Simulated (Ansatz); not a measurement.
# Li on Rh(111): change of the work function, part 3 of 3

Aim: the work function of Rh(111) at several coverages of Li (fcc site), and the dipole that each adsorbate carries.

Ansatz 0.2.0; plane-wave DFT, PBE, Ansatz PAW.

So far, work function, upper face (eV): step 2 (the clean slab) 5.17; step 3 (17 atoms, coverage 0.25 ML, cell 2x2) 2.34.

## Step 4: The covered slab, k-mesh 12×12×1, coverage 1 ML

System of this step: Li/Rh(111). The cell holds 5 atoms: 4 Rh and 1 Li. Its edges and angles: a = 2.687 Å, b = 2.687 Å, c = 26.882 Å, α = 90.0°, β = 90.0°, γ = 60.0°. Vacuum lies along c.

Another coverage, to see how the dipoles act on each other as their distance changes.

File input.yaml:

```yaml
crystal:
  lattice:
    - [2.6870057685, 0.0, 0.0]
    - [1.3435028843, 2.3270152556, 0.0]
    - [0.0, 0.0, 26.8819036974]
  atoms:
    - { symbol: Rh, position: [0.0, 0.0, 0.3347977175] }
    - { symbol: Rh, position: [0.3333333333, 0.3333333333, 0.4164113951] }
    - { symbol: Rh, position: [0.6666666667, 0.6666666667, 0.4978846806] }
    - { symbol: Rh, position: [0.0, 0.0, 0.5793417999] }
    - { symbol: Li, position: [0.3333333333, 0.3333333333, 0.6652022825] }
kpoints:
  mp_grid: { grid: [12, 12, 1] }
hamiltonian:
  xc: pbe
scf:
  occupations: { method: fermi_dirac, width: 0.1 }
  convergence: { dr2_threshold: 1.0e-08 }
efield:
  axis: 3
  dipole_correction: true
  ramp_position: 0.97
  ramp_width: 0.06
relax:
  f_tol: 0.02
  max_steps: 60
  constraints: [{ sites: [0, 1] }]
output:
  write_potential: true
  write_density: true
  volumetric_format: npy
```

Started as:

```console
$ ansatz run input.yaml --threads 4 --pin off --max-ram 6144MiB --backend cpu --events-out ev --progress --plain --runs-dir out
```

Numbers of over 12 decimals in the logs are rounded to 6 here.

What it wrote:

```text
[...]
Crystal: 5 atoms, lattice volume = 168.085 Å³
Basis set: ecut = 420 eV, 3323 PW (Γ), exchange–correlation on 36×36×360 points (8 copies of the dense FFT grid, shifted against one another)
Bands: 43, of which v1, the nominal top of the filled ones, is band 36 counted from 1 (35 counted from 0)
Symmetry: 6 space group operations
[...]
k-points: 19 of 144 (time reversal used)
[...]
SCF iter   1: F=—  HF=-25815.365612 eV  |F-HF|=—  |Δ(HF+E_count)|=         —  Δρ=1.30e-2  dr2=6.77e0  ethr=1.77e-3  p=0.053 e·Å  D=5.68e-2 V/Å  ΔV_dip=-1.53 eV  dr2_dipole=3.20e0  V_vac-E_F(+/−)=3.54/5.07 eV  ⟨swp⟩=8.5  Hψ=3748  notcnv=0  defer=2
[...]
SCF iter  10: F=-25815.296370 eV  HF=-25815.296370 eV  |F-HF|=8.43e-9  |Δ(HF+E_count)|=   1.34e-8  Δρ=8.00e-7  dr2=5.23e-9  ethr=1.41e-11  p=0.043 e·Å  D=4.64e-2 V/Å  ΔV_dip=-1.25 eV  dr2_dipole=7.27e-11  V_vac-E_F(+/−)=3.93/5.18 eV  ⟨swp⟩=9.6  Hψ=5620  notcnv=0
SCF 1 converged in 10 iterations: F = -25815.296370 eV  dr2 = 5.23e-9
[...]
relax step   1: F+E_penalty+E_count = -25815.29636978 eV  Δ(F+E_penalty+E_count) = +0.000e0 eV  max|allowed force component| = 7.253e-1 eV/Å  Δτ_max = 0.0000 Å  (10 SCF iters, accepted)
[...]
SCF iter   1: F=—  HF=-25815.498375 eV  |F-HF|=—  |Δ(HF+E_count)|=         —  Δρ=1.92e-2  dr2=6.42e0  ethr=3.10e-3  p=0.043 e·Å  D=4.64e-2 V/Å  ΔV_dip=-1.25 eV  dr2_dipole=1.59e0  V_vac-E_F(+/−)=4.00/5.25 eV  ⟨swp⟩=5.0  Hψ=2228  notcnv=0  defer=1
[...]
SCF iter  12: F=-25815.371342 eV  HF=-25815.371342 eV  |F-HF|=3.19e-9  |Δ(HF+E_count)|=   1.00e-9  Δρ=4.42e-7  dr2=7.01e-10  ethr=1.41e-11  p=0.054 e·Å  D=5.77e-2 V/Å  ΔV_dip=-1.55 eV  dr2_dipole=4.89e-11  V_vac-E_F(+/−)=3.62/5.17 eV  ⟨swp⟩=7.5  Hψ=5514  notcnv=0
SCF 2 converged in 12 iterations: F = -25815.371342 eV  dr2 = 7.01e-10
[...]
relax step   2: F+E_penalty+E_count = -25815.37134200 eV  Δ(F+E_penalty+E_count) = -7.497e-2 eV  max|allowed force component| = 2.505e-1 eV/Å  Δτ_max = 0.1949 Å  (12 SCF iters, accepted)
[...]
SCF iter  10: F=-25815.377812 eV  HF=-25815.377812 eV  |F-HF|=1.11e-8  |Δ(HF+E_count)|=   1.31e-8  Δρ=1.28e-6  dr2=3.03e-9  ethr=1.41e-11  p=0.052 e·Å  D=5.58e-2 V/Å  ΔV_dip=-1.50 eV  dr2_dipole=8.15e-11  V_vac-E_F(+/−)=3.67/5.17 eV  ⟨swp⟩=10.0  Hψ=5844  notcnv=0
SCF 3 converged in 10 iterations: F = -25815.377812 eV  dr2 = 3.03e-9
relax step   3: F+E_penalty+E_count = -25815.37781175 eV  Δ(F+E_penalty+E_count) = -6.470e-3 eV  max|allowed force component| = 1.971e-2 eV/Å  Δτ_max = 0.0541 Å  (10 SCF iters, accepted)
[...]
WARN: The input density's exchange-correlation potential varies sharply where the density is thin. Do not read a vacuum level from v_tot or v_xc, or from such a field of the output density. On a cell that repeats whose density bears no net charge and no dipole along the vacuum's axis use v_es (v_loc + v_h of the components); under efield.dipole_correction with no amplitude use v_es + v_field, which holds any external [...]
SCF converged after 10 iterations
Free energy (F): -25815.377812 eV
[...]
Internal energy: -25815.160289 eV  (E = F + TS)
E sigma→0 (E₀):  -25815.269050 eV
Entropy (-TS):   -0.217523 eV (-43.505 meV/atom)
Fermi energy:    4.928336 eV
Dipole field:    D = 0.055786 V/Å  (p = 0.051819 e·Å, saw-weighted, corrected)
Work function:   Φ+ = 3.6702 eV   Φ− = 5.1699 eV
[...]
--- Forces (eV/Å), atoms counted from 1 ---
  atom   1  Rh    -0.00000000    -0.00000000     0.10490748
  atom   2  Rh     0.00000000     0.00000000    -0.13721685
  atom   3  Rh    -0.00000000     0.00000000     0.00070485
  atom   4  Rh    -0.00000000     0.00000000     0.01188731
  atom   5  Li     0.00000000     0.00000000     0.01971010
  max |Σ_I F_I| component: 7.13e-6 eV/Å
--- Band table (eV; the first three rows and the last of 19) ---
  k-point 0: bands = [... 32 lower, 3.6159, 3.9666, 3.9666, 4.2570, 4.2570, 4.9075, 4.9075, 4.9119, ... 3 higher]
  k-point 1: bands = [... 32 lower, 3.2340, 3.8320, 3.8396, 4.2262, 4.2783, 4.4139, 4.8219, 4.9045, ... 3 higher]
  k-point 2: bands = [... 32 lower, 3.1955, 3.3729, 3.7340, 3.8271, 4.2687, 4.5564, 4.8914, 5.3824, ... 3 higher]
  k-point 18: bands = [... 32 lower, 3.8745, 4.4545, 4.9838, 5.1637, 5.1923, 8.8675, 9.0575, 11.8891, ... 3 higher]
--- Relaxed structure (3 steps of the walk, 3 accepted, 0 SCFs on fresh bases) ---
  F+E_penalty+E_count = -25815.37781175 eV   max|allowed force component| = 1.971e-2 eV/Å
  atoms:
[...]
- { symbol: Rh, position: [0.333333, 0.333333, 0.4164113951] }
    - { symbol: Rh, position: [0.666667, 0.666667, 0.498257] }
[...]
- { symbol: Li, position: [0.333333, 0.333333, 0.657325] }
```

The job ended after 30 s (4 threads of AMD EPYC (Zen 3), shared host; peak memory 0.52 GiB; 94 s of CPU time).

The steps of the relaxation:

| step | energy less that of the first step (eV) | largest force component (eV/Å) |
| --- | --- | --- |
| 1 | 0.0000 | 0.7253 |
| 2 | -0.0750 | 0.2505 |
| 3 | -0.0814 | 0.0197 |

Forces are held to the 6 operations that the run works with; a distortion that breaks them can't arise in this run.

The atoms that moved most (Å):

| atom | dx | dy | dz | length |
| --- | --- | --- | --- | --- |
| Li5 | 0.000 | 0.000 | -0.212 | 0.212 |
| Rh4 | 0.000 | 0.000 | 0.047 | 0.047 |
| Rh3 | 0.000 | 0.000 | 0.010 | 0.010 |

Final coordinates:

```
Rh Li
1.0
     2.68701    0.00000    0.00000
     1.34350    2.32702    0.00000
     0.00000    0.00000   26.88190
Rh Li
4 1
Direct
  0.00000 0.00000 0.33480
  0.33333 0.33333 0.41641
  0.66667 0.66667 0.49826
  0.00000 0.00000 0.58108
  0.33333 0.33333 0.65733
```

This step gave:

```yaml
energy_at_zero_smearing: -25815.2691 eV
work_function_upper_face: 3.670 eV
work_function_lower_face: 5.170 eV
dipole_along_the_normal: 0.05182 e·Å
step_between_the_vacuum_levels: -1.500 eV
```

Running mean over 2.194 Å of the planar mean; the ramp of the sawtooth is left out. The electron's electrostatic potential energy less the Fermi level by z:

z (Å), electron's electrostatic potential energy less the Fermi level (eV) and a bar from the least value:
```
      3.5        5.2 ##############################
      4.0        5.2 ##############################
      4.5        5.2 ##############################
      5.0        5.2 ##############################
      5.5        5.2 ##############################
      6.0        5.1 ##############################
      6.5        4.9 ##############################
      7.0        4.2 ############################
      7.5        1.0 #######################
      8.0       -5.6 ############
      8.5      -11.0 ####
      9.0      -12.7 #
      9.5      -13.0 
     10.0      -13.1 
     10.5      -13.1 
     11.0      -13.2 
     11.5      -13.2 
     12.0      -13.2 
     12.5      -13.1 
     13.0      -13.2 
     13.5      -13.1 
     14.0      -12.9 #
     14.5      -12.6 #
     15.0      -12.7 #
     15.5      -12.8 #
     16.0      -12.3 #
     16.5       -9.6 ######
     17.0       -5.2 #############
     17.5       -2.5 ##################
     18.0       -2.0 ##################
     18.5       -1.0 ####################
     19.0        1.0 #######################
     19.5        2.5 ##########################
     20.0        3.2 ###########################
     20.5        3.5 ###########################
     21.0        3.6 ###########################
     21.5        3.6 ############################
     22.0        3.7 ############################
     22.5        3.7 ############################
     23.0        3.7 ############################
     23.5        3.7 ############################
```

The relaxation took 3 steps and lowered the energy by 0.081 eV; the largest force on the free atoms ends at 0.020 eV/Å.

The covered face has 3.67 eV, -1.50 eV against the clean one; the bare back face has moved by +0.00 eV, a measure of how thin the slab is.

## Step 5: Work function against coverage

This step: plane-wave DFT, PBE, Ansatz PAW; work function against coverage (Ansatz 0.2.0).

The runs are now put side by side.

This step gave:

- work function of the clean face: 5.167 eV
- largest change of the work function: -2.827 eV

Table of work function of the covered face by coverage:

| coverage (adsorbates/nm²) | work function of the covered face (eV) |
| --- | --- |
| 0.00 | 5.17 |
| 4.00 | 2.34 |
| 15.99 | 3.67 |

The dipole per adsorbate comes from the change of the cell's dipole. Coverage, by row:

| coverage (1/nm²) | coverage (ML) | work function (eV) | change (eV) | dipole per adsorbate, positive end outwards (debye) | mean height of the added atoms over the highest substrate atom (Å) |
| --- | --- | --- | --- | --- | --- |
| 3.998 | 0.25 | 2.34 | -2.827 | 1.881 | 1.997 |
| 15.99 | 1 | 3.67 | -1.497 | 0.249 | 2.05 |

## Step 6: Outcome

```yaml
work_function_of_the_clean_face: 5.17 eV
work_function_at_0p25_ml: 2.34 eV
work_function_at_1_ml: 3.67 eV
dipole_per_adsorbate_at_0p25_ml_positive_end_outwards: 1.88 D
```

**Reading.** Li lowers the work function of Rh(111) at the lowest coverage, by 2.83 eV: the adsorbate layer has its positive end outwards. The slab has 4 layers, at the tabulated experimental lattice constant, one starting site was run, and quantum-size effects of a slab this thin can reach one or two tenths of an eV.

[Logs are printed without paths, hosts, clocks, repeated set-up lines and the standing remarks that a program may print on its own settings, such as how far it seeks lower states.]

[Hosts, paths, dates, database ids (printed as entryN), source tags and the programs' standing remarks are cut or masked in the printed files.]

[Maps of the electrostatic potential energy from Ansatz leave out the sawtooth potential of an applied field or a dipole correction, so their vacuum need not be flat; planar profiles and work functions include it.]
